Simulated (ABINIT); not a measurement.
**How the form of the self-energy moves the gap of CaC2 (R-3m)**

Wanted: the gap of CaC2 (R-3m) under several approximations, with cost.

Main program and level: ABINIT 10.8.3; PBEsol and many-body steps on it, plane waves.

## 1. The starting structure

It takes space group R-3m (No. 166, trigonal). Conventional cell: a = 3.889 Å, b = 3.889 Å, c = 11.862 Å, α = 90.00°, β = 90.00°, γ = 120.00°. Nearest to Ca lie 6 C at 2.62 Å. Nearest to C lie 1 C at 1.26 Å and 3 Ca at 2.62 Å. Farther neighbours are not listed.

The cell and positions are those that the Materials Project relaxed with its own functionals (PBE, PBE+U or r2SCAN), kept fixed.

## 2. Empty states on the mesh, 4×4×4 mesh, 69 bands

This step: ABINIT 10.8.3; DFT, PBEsol, plane waves, norm-conserving pseudopotentials.

The sums over transitions need many empty states on a uniform mesh; this step solves for them.

Contents of run.abi:

```
acell 3*1.0 Angstrom
rprim 
  1.944397984288 1.122598699617 3.953874776707
  -1.944397984288 1.122598699617 3.953874776707
  -0.000000000000 -2.245197399304 3.953874776686
ntypat 2
znucl 20 6
natom 3
typat 1 2 2
xred 
  0.000000000000 0.000000000000 0.000000000000
  0.552915000000 0.552915000000 0.552915000000
  0.447085000000 0.447085000000 0.447085000000
pp_dirpath "pseudos"
pseudos "Ca.upf, C.upf"
ecut 37
ngkpt 4 4 4
nshiftk 1
shiftk 0 0 0
kptopt 1
chksymbreak 0
iscf -2
irdden 1
istwfk *1
nband 69
nbdbuf 6
tolwfr 1e-09
nstep 60
prtvol 0
indata_prefix "in"
outdata_prefix "out"
tmpdata_prefix "tmp"
```

Command:

```
$ OMP_NUM_THREADS=1 mpirun -n 4 abinit run.abi > log
```

Numbers of over 12 decimals in the logs are rounded to 6 here.

Log:

```text
.Version 10.8.3 of ABINIT. v10.8.2 released Aug 2026.

 Symmetries : space group R-3 m (#166); Bravais hR (rhombohedral)
[... echo of the input left out ...]
== DATASET  1 ==================================================================
-   mpi_nproc: 4, omp_nthreads: 1 (-1 if OMP is not activated)

--- !DatasetInfo
iteration_state: {dtset: 1, }
dimensions: {natom: 3, nkpt: 13, mband: 69, nsppol: 1, nspinor: 1, nspden: 1, mpw: 3777, }
cutoff_energies: {ecut:  37.0, pawecutdg:  -1.0, }
[...]
1.64890    1.66913    1.68195    1.75158    1.75158    1.75180    1.75549    1.75549
   1.82547    1.82547    1.85252    1.89676    1.89676    1.90788    1.90828    1.93400
   1.99399    1.99594    1.99594    2.01729    2.01729
 prteigrs : prtvol=0 or 1, do not print more k-points.

== END DATASET(S) ==============================================================
================================================================================

 -outvars: echo values of variables after computation  --------
            nband          69
             nkpt          13
          spgroup         166
 [... the other variables as echoed above ...]

 Calculation completed.
```

It took 22 s on 4 MPI ranks of Intel Xeon Platinum 8488C (Sapphire Rapids), shared host; peak memory 0.36 GiB; 89 s of CPU time.

Numbers from this step:

| Item | Value |
| --- | --- |
| gap | 2.585 eV |
| k of the valence top | 0.5, 0.5, 0.5 |
| k of the conduction bottom | 0.5, 0.5, 0 |
| least direct gap | 3.890 eV |
| k points computed | 13 |
| lowest point of the top converged band, above the valence top | 49.37 eV |

On this mesh the gap is 2.585 eV.

The density comes from a self-consistent run that is not shown.

## 3. Screening, 4×4×4 mesh, 63 bands, screening to 122.5 eV

The RPA dielectric matrix is built and inverted for each q.

This step: RPA screening on PBEsol, plane waves, norm-conserving pseudopotentials.

Edit run.abi of step 2 so:

```diff
@@ -21,10 +21,11 @@
 chksymbreak 0
-iscf -2
-irdden 1
 istwfk *1
-nband 69
-nbdbuf 6
-tolwfr 1e-09
-nstep 60
-prtvol 0
+occopt 1
+irdwfk 1
+optdriver 3
+nband 63
+ecuteps 4.5
+inclvkb 2
+awtr 1
+symchi 1
 indata_prefix "in"
```

Log:

```text
.Version 10.8.3 of ABINIT. v10.8.2 released Aug 2026.

 Symmetries : space group R-3 m (#166); Bravais hR (rhombohedral)
[... echo of the input left out ...]
== DATASET  1 ==================================================================
-   mpi_nproc: 4, omp_nthreads: 1 (-1 if OMP is not activated)

--- !DatasetInfo
iteration_state: {dtset: 1, }
dimensions: {natom: 3, nkpt: 13, mband: 63, nsppol: 1, nspinor: 1, nspden: 1, mpw: 3777, }
cutoff_energies: {ecut:  37.0, pawecutdg:  -1.0, }
electrons: {nelect:   1.80000000E+01, charge:   0.00000000E+00, occopt:   1.00000000E+00, tsmear:   1.00000000E-02, }

 SCREENING: Calculation of the susceptibility and dielectric matrices

 Based on a program developped by R.W. Godby, V. Olevano, G. Onida, and L. Reining.
 Incorporated in ABINIT by V. Olevano, G.-M. Rignanese, and M. Torrent.
.Using double precision arithmetic ; gwpc =  8

[... cell and pseudopotentials left out ...]
--------------------------------------------------------------------------------

 ==== K-mesh for the wavefunctions ====
 Number of points in the irreducible wedge :    13
[... list of points left out ...]
 Together with 12 symmetry operations and time-reversal symmetry
 yields    64 points in the full Brillouin Zone.

 ==== Q-mesh for the screening function ====
 Number of points in the irreducible wedge :    13
[... list of points left out ...]
 Together with 12 symmetry operations and time-reversal symmetry
 yields    64 points in the full Brillouin Zone.

 setmesh: FFT mesh size selected  =    32x   32x   32
          total number of points  =        32768

 vcoul_init : cutoff-mode = AUXILIARY_FUNCTION
 q-points for optical limit:   1
     1)      0.000010    0.000020    0.000030

- screening: taking advantage of time-reversal symmetry
- Maximum band index for partially occupied states nbvw = 9
- Remaining bands to be divided among processors   nbcw = 54
- Number of bands treated by each node ~13

 Number of electrons calculated from density =   18.0000; Expected =   18.0000
 average of density, n =  0.051510
 r_s =    1.6673
 omega_plasma =   21.8928 [eV]

 calculating chi0 at frequencies [eV] :
  1    0.000000E+00    0.000000E+00
  2    0.000000E+00    2.189282E+01

--------------------------------------------------------------------------------
  q-point number  1        q = ( 0.000000, 0.000000, 0.000000) [r.l.u.]
--------------------------------------------------------------------------------
[... chi0 elements left out ...]
 For q-point:  0.000010 0.000020 0.000030
  dielectric constant =   3.7921
  dielectric constant without local fields =   4.7069

  Average fulfillment of the sum rule on Im[epsilon] for q-point    1 :     60.90  [%]
[... wings left out ...]
  q-point number  2        q = ( 0.250000, 0.000000, 0.000000) [r.l.u.]
--------------------------------------------------------------------------------
[... chi0 elements left out ...]
  Average fulfillment of the sum rule on Im[epsilon] for q-point    2 :     72.51  [%]

 [... 11 further q-points ...]
```

Run time: 27 s. Hardware: 4 MPI ranks; peak memory 1 GiB.

Numbers from this step:

| Item | Value |
| --- | --- |
| ε∞ with local fields, on this mesh, along the program's q direction | 3.792 |
| the same without local fields | 4.707 |
| plasma frequency | 21.89 eV |
| plane waves in the screening matrix | 169 |

Local fields lower ε∞ by 19 %.

## 4. G0W0, Godby-Needs plasmon pole

The self-energy is evaluated for the states that the input lists, and the levels follow from it, in one-shot runs by the linearised quasiparticle equation.

This step: G0W0 on PBEsol, plane waves, norm-conserving pseudopotentials.

Edit run.abi of step 3 so:

```diff
@@ -24,8 +24,19 @@
 irdwfk 1
-optdriver 3
+optdriver 4
 nband 63
+gwcalctyp 0
+ecutsigx 37
+symsigma 1
+nkptgw 3
+kptgw 
+  0.5000000000 0.5000000000 0.5000000000
+  0.5000000000 0.5000000000 0.0000000000
+  0.0000000000 0.0000000000 0.0000000000
+bdgw 
+  7 11
+  8 11
+  8 11
 ecuteps 4.5
-inclvkb 2
-awtr 1
-symchi 1
+irdscr 1
+ppmodel 1
 indata_prefix "in"
```

Log:

```text
.Version 10.8.3 of ABINIT. v10.8.2 released Aug 2026.

 Symmetries : space group R-3 m (#166); Bravais hR (rhombohedral)
[... echo of the input left out ...]
== DATASET  1 ==================================================================
-   mpi_nproc: 4, omp_nthreads: 1 (-1 if OMP is not activated)

--- !DatasetInfo
iteration_state: {dtset: 1, }
dimensions: {natom: 3, nkpt: 13, mband: 63, nsppol: 1, nspinor: 1, nspden: 1, mpw: 3777, }
cutoff_energies: {ecut:  37.0, pawecutdg:  -1.0, }
electrons: {nelect:   1.80000000E+01, charge:   0.00000000E+00, occopt:   1.00000000E+00, tsmear:   1.00000000E-02, }

 SIGMA: Calculation of the GW corrections

 Based on a program developped by R.W. Godby, V. Olevano, G. Onida, and L. Reining.
 Incorporated in ABINIT by V. Olevano, G.-M. Rignanese, and M. Torrent.
.Using double precision arithmetic ; gwpc =  8

[... cell and pseudopotentials left out ...]
--------------------------------------------------------------------------------

 ==== K-mesh for the wavefunctions ====
 Number of points in the irreducible wedge :    13
[... list of points left out ...]
 Together with 12 symmetry operations and time-reversal symmetry
 yields    64 points in the full Brillouin Zone.

 ==== Q-mesh for screening function ====
 Number of points in the irreducible wedge :    13
[... list of points left out ...]
 Together with 12 symmetry operations and time-reversal symmetry
 yields    64 points in the full Brillouin Zone.

 vcoul_init : cutoff-mode = AUXILIARY_FUNCTION
 q-points for optical limit:   1
     1)      0.000010    0.000020    0.000030
 setmesh: FFT mesh size selected  =    48x   48x   48
          total number of points  =       110592

 Number of electrons calculated from density =   18.0000; Expected =   18.0000
 average of density, n =  0.051510
 r_s =    1.6673
 omega_plasma =   21.8928 [eV]

 === KS Band Gaps ===
  >>>> For spin  1
   Minimum direct gap =   3.8903 [eV], located at k-point      :   0.5000  0.5000  0.0000
   Fundamental gap    =   2.5851 [eV], Top of valence bands at :   0.5000  0.5000  0.5000
                                       Bottom of conduction at :   0.5000  0.5000  0.0000
 SIGMA fundamental parameters:
 PLASMON POLE MODEL  1
 number of plane-waves for SigmaX                 3777
 number of plane-waves for SigmaC and W            169
 number of plane-waves for wavefunctions          3777
 number of bands                                    63
 number of independent spin polarizations            1
 number of spinorial components                      1
 number of k-points in IBZ                          13
 number of q-points in IBZ                          13
 number of symmetry operations                      12
 number of k-points in BZ                           64
 number of q-points in BZ                           64
 number of frequencies for dSigma/dE                 9
 frequency step for dSigma/dE [eV]                0.25
 number of omega for Sigma on real axis              0
 max omega for Sigma on real axis  [eV]           0.00
 zcut for avoiding poles [eV]                     0.10

 EPSILON^-1 parameters (SCR file):
 dimension of the eps^-1 matrix on file            169
 dimension of the eps^-1 matrix used               169
 number of plane-waves for wavefunctions          3777
 number of bands                                    63
 number of q-points in IBZ                          13
 number of frequencies                               2
 number of real frequencies                          1
 number of imag frequencies                          1

 matrix elements of self-energy operator (all in [eV])

 Perturbative Calculation

--- !SelfEnergy_ee
iteration_state: {dtset: 1, }
kpoint     : [   0.500,    0.500,    0.500, ]
spin       : 1
KS_gap     :    5.544
QP_gap     :    6.754
Delta_QP_KS:    1.210
data: !SigmaeeData |
     Band     E0 <VxcDFT>   SigX SigC(E0)      Z dSigC/dE  Sig(E)    E-E0       E
        7   1.052 -13.415 -16.390   2.053   0.783  -0.277 -14.137  -0.723   0.330
        8   1.052 -13.415 -16.390   2.053   0.783  -0.277 -14.137  -0.723   0.330
        9   2.560 -14.924 -18.845   3.138   0.777  -0.288 -15.532  -0.608   1.952
       10   8.104  -8.203  -3.942  -3.539   0.833  -0.200  -7.601   0.602   8.706
       11   8.246 -14.001  -6.893  -4.325   0.809  -0.236 -11.749   2.252  10.498

--- !SelfEnergy_ee
iteration_state: {dtset: 1, }
kpoint     : [   0.500,    0.500,    0.000, ]
spin       : 1
KS_gap     :    3.890
QP_gap     :    5.960
Delta_QP_KS:    2.070
data: !SigmaeeData |
     Band     E0 <VxcDFT>   SigX SigC(E0)      Z dSigC/dE  Sig(E)    E-E0       E
        8   1.231 -13.450 -16.535   2.049   0.784  -0.275 -14.262  -0.812   0.418
[...]
--- !SelfEnergy_ee
iteration_state: {dtset: 1, }
kpoint     : [   0.000,    0.000,    0.000, ]
spin       : 1
KS_gap     :    3.898
QP_gap     :    6.407
Delta_QP_KS:    2.509
data: !SigmaeeData |
     Band     E0 <VxcDFT>   SigX SigC(E0)      Z dSigC/dE  Sig(E)    E-E0       E
[...]
9   1.731 -13.847 -16.648   1.885   0.784  -0.275 -14.566  -0.719   1.012
       10   5.629 -12.960  -7.505  -3.241   0.808  -0.237 -11.171   1.790   7.419
       11   5.629 -12.960  -7.505  -3.241   0.808  -0.237 -11.171   1.790   7.419

== END DATASET(S) ==============================================================
================================================================================

 -outvars: echo values of variables after computation  --------
           etotal      0.0000000000E+00
            nband          63
             nkpt          13
          spgroup         166
 [... the other variables as echoed above ...]

 Calculation completed.
```

Elapsed: 8.1 s, on 4 MPI ranks; peak memory 0.92 GiB; 31 s of CPU time.

Numbers from this step:

* G0W0 gap on the points computed: 4.587 eV
* starting gap on the mesh: 2.585 eV
* k of the valence top: 0.5, 0.5, 0.5
* k of the conduction bottom: 0.5, 0.5, 0
* Z at the valence top: 0.777
* Z at the conduction bottom: 0.814
* least direct G0W0 gap on the computed points: 5.96 eV

The gap on the mesh goes from 2.59 eV to 4.59 eV, a correction of +2.00 eV.

## 5. G0W0, Hybertsen-Louie plasmon pole

Edit run.abi of step 4 so:

```diff
@@ -40,3 +40,3 @@
 irdscr 1
-ppmodel 1
+ppmodel 2
 indata_prefix "in"
```

Log:

```text
.Version 10.8.3 of ABINIT. v10.8.2 released Aug 2026.

 Symmetries : space group R-3 m (#166); Bravais hR (rhombohedral)
[... echo of the input left out ...]
== DATASET  1 ==================================================================
-   mpi_nproc: 4, omp_nthreads: 1 (-1 if OMP is not activated)

--- !DatasetInfo
iteration_state: {dtset: 1, }
dimensions: {natom: 3, nkpt: 13, mband: 63, nsppol: 1, nspinor: 1, nspden: 1, mpw: 3777, }
cutoff_energies: {ecut:  37.0, pawecutdg:  -1.0, }
electrons: {nelect:   1.80000000E+01, charge:   0.00000000E+00, occopt:   1.00000000E+00, tsmear:   1.00000000E-02, }

 SIGMA: Calculation of the GW corrections

 Based on a program developped by R.W. Godby, V. Olevano, G. Onida, and L. Reining.
 Incorporated in ABINIT by V. Olevano, G.-M. Rignanese, and M. Torrent.
.Using double precision arithmetic ; gwpc =  8

[... cell and pseudopotentials left out ...]
--------------------------------------------------------------------------------

 ==== K-mesh for the wavefunctions ====
 Number of points in the irreducible wedge :    13
[... list of points left out ...]
 Together with 12 symmetry operations and time-reversal symmetry
 yields    64 points in the full Brillouin Zone.

 ==== Q-mesh for screening function ====
 Number of points in the irreducible wedge :    13
[... list of points left out ...]
 Together with 12 symmetry operations and time-reversal symmetry
 yields    64 points in the full Brillouin Zone.

 vcoul_init : cutoff-mode = AUXILIARY_FUNCTION
 q-points for optical limit:   1
     1)      0.000010    0.000020    0.000030
 setmesh: FFT mesh size selected  =    48x   48x   48
          total number of points  =       110592

 Number of electrons calculated from density =   18.0000; Expected =   18.0000
[...]
number of plane-waves for wavefunctions          3777
 number of bands                                    63
 number of q-points in IBZ                          13
 number of frequencies                               2
 number of real frequencies                          1
 number of imag frequencies                          1

 matrix elements of self-energy operator (all in [eV])

 Perturbative Calculation

--- !SelfEnergy_ee
iteration_state: {dtset: 1, }
kpoint     : [   0.500,    0.500,    0.500, ]
spin       : 1
KS_gap     :    5.544
QP_gap     :    6.846
Delta_QP_KS:    1.302
data: !SigmaeeData |
     Band     E0 <VxcDFT>   SigX SigC(E0)      Z dSigC/dE  Sig(E)    E-E0       E
        7   1.052 -13.415 -16.390   1.863   0.841  -0.188 -14.351  -0.936   0.116
        8   1.052 -13.415 -16.390   1.863   0.841  -0.188 -14.351  -0.936   0.116
        9   2.560 -14.924 -18.845   2.757   0.841  -0.189 -15.903  -0.979   1.581
[...]
--- !SelfEnergy_ee
iteration_state: {dtset: 1, }
kpoint     : [   0.500,    0.500,    0.000, ]
spin       : 1
KS_gap     :    3.890
QP_gap     :    6.181
Delta_QP_KS:    2.291
data: !SigmaeeData |
     Band     E0 <VxcDFT>   SigX SigC(E0)      Z dSigC/dE  Sig(E)    E-E0       E
[...]
--- !SelfEnergy_ee
iteration_state: {dtset: 1, }
kpoint     : [   0.000,    0.000,    0.000, ]
spin       : 1
KS_gap     :    3.898
QP_gap     :    6.425
Delta_QP_KS:    2.527
data: !SigmaeeData |
     Band     E0 <VxcDFT>   SigX SigC(E0)      Z dSigC/dE  Sig(E)    E-E0       E
[...]
10   5.629 -12.960  -7.505  -3.532   0.854  -0.171 -11.318   1.642   7.272
       11   5.629 -12.960  -7.505  -3.532   0.854  -0.171 -11.318   1.642   7.272

== END DATASET(S) ==============================================================
================================================================================

 -outvars: echo values of variables after computation  --------
           etotal      0.0000000000E+00
            nband          63
             nkpt          13
          spgroup         166
 [... the other variables as echoed above ...]

 Calculation completed.
```

Elapsed: 8.1 s, on 4 MPI ranks; peak memory 0.91 GiB; 31 s of CPU time.

Numbers from this step:

```
G0W0 gap on the points computed              : 4.762 eV
starting gap on the mesh                     : 2.585 eV
k of the valence top                         : 0.5, 0.5, 0.5
k of the conduction bottom                   : 0.5, 0.5, 0
Z at the valence top                         : 0.841
Z at the conduction bottom                   : 0.858
least direct G0W0 gap on the computed points : 6.119 eV
```

Against G0W0 in ABINIT (4×4×4 mesh, 63 bands, screening to 122.5 eV, Godby-Needs plasmon pole), the gap moves by +0.175 eV.

## 6. G0W0, von der Linden-Horsch plasmon pole

Edit run.abi of step 5 so:

```diff
@@ -40,3 +40,3 @@
 irdscr 1
-ppmodel 2
+ppmodel 3
 indata_prefix "in"
```

Log:

```text
.Version 10.8.3 of ABINIT. v10.8.2 released Aug 2026.

 Symmetries : space group R-3 m (#166); Bravais hR (rhombohedral)
[... echo of the input left out ...]
== DATASET  1 ==================================================================
-   mpi_nproc: 4, omp_nthreads: 1 (-1 if OMP is not activated)

--- !DatasetInfo
iteration_state: {dtset: 1, }
dimensions: {natom: 3, nkpt: 13, mband: 63, nsppol: 1, nspinor: 1, nspden: 1, mpw: 3777, }
cutoff_energies: {ecut:  37.0, pawecutdg:  -1.0, }
[...]
Band     E0 <VxcDFT>   SigX SigC(E0)      Z dSigC/dE  Sig(E)    E-E0       E
[...]
10   5.629 -12.960  -7.505  -3.515   0.870  -0.149 -11.271   1.689   7.319
       11   5.629 -12.960  -7.505  -3.515   0.870  -0.149 -11.271   1.689   7.319

== END DATASET(S) ==============================================================
================================================================================

 -outvars: echo values of variables after computation  --------
           etotal      0.0000000000E+00
            nband          63
             nkpt          13
          spgroup         166
 [... the other variables as echoed above ...]

 Calculation completed.
```

Run time: 5.9 s. Hardware: 4 MPI ranks; peak memory 0.84 GiB; 23 s of CPU time.

Numbers from this step:

| Quantity | Value |
| --- | --- |
| G0W0 gap on the points computed | 4.699 eV |
| starting gap on the mesh | 2.585 eV |
| k of the valence top | 0.5, 0.5, 0.5 |
| k of the conduction bottom | 0.5, 0.5, 0 |
| least direct G0W0 gap on the computed points | 6.164 eV |

Against G0W0 in ABINIT (4×4×4 mesh, 63 bands, screening to 122.5 eV, Godby-Needs plasmon pole), the gap moves by +0.112 eV.

(Continued in part 2 of 2.)

[Paths, hosts, dates, memory and timing lines, banners, echoed tables and standing remarks are left out of the program output.]

[Logs are printed without paths, hosts, clocks, repeated set-up lines and the standing remarks that a program may print on its own settings, such as how far it seeks lower states.]

[Runs of the session that timed out or met a known fault of the program may be left out.]

[No measured gap is set beside runs whose start may be inverted or whose files or cutoffs have a known fault.]

[Hosts, paths, dates, database ids (printed as entryN), source tags and the programs' standing remarks are cut or masked in the printed files.]

[G0W0 gaps are taken among the corrected bands and points alone; a level outside them can change the order at an edge.]

[Where Ansatz stands beside ABINIT at settings called matched, ABINIT's density can come from a denser mesh and the files from another edition; pairs whose starting gaps differed by over 0.03 eV were left out, so agreement reads better than it is.]
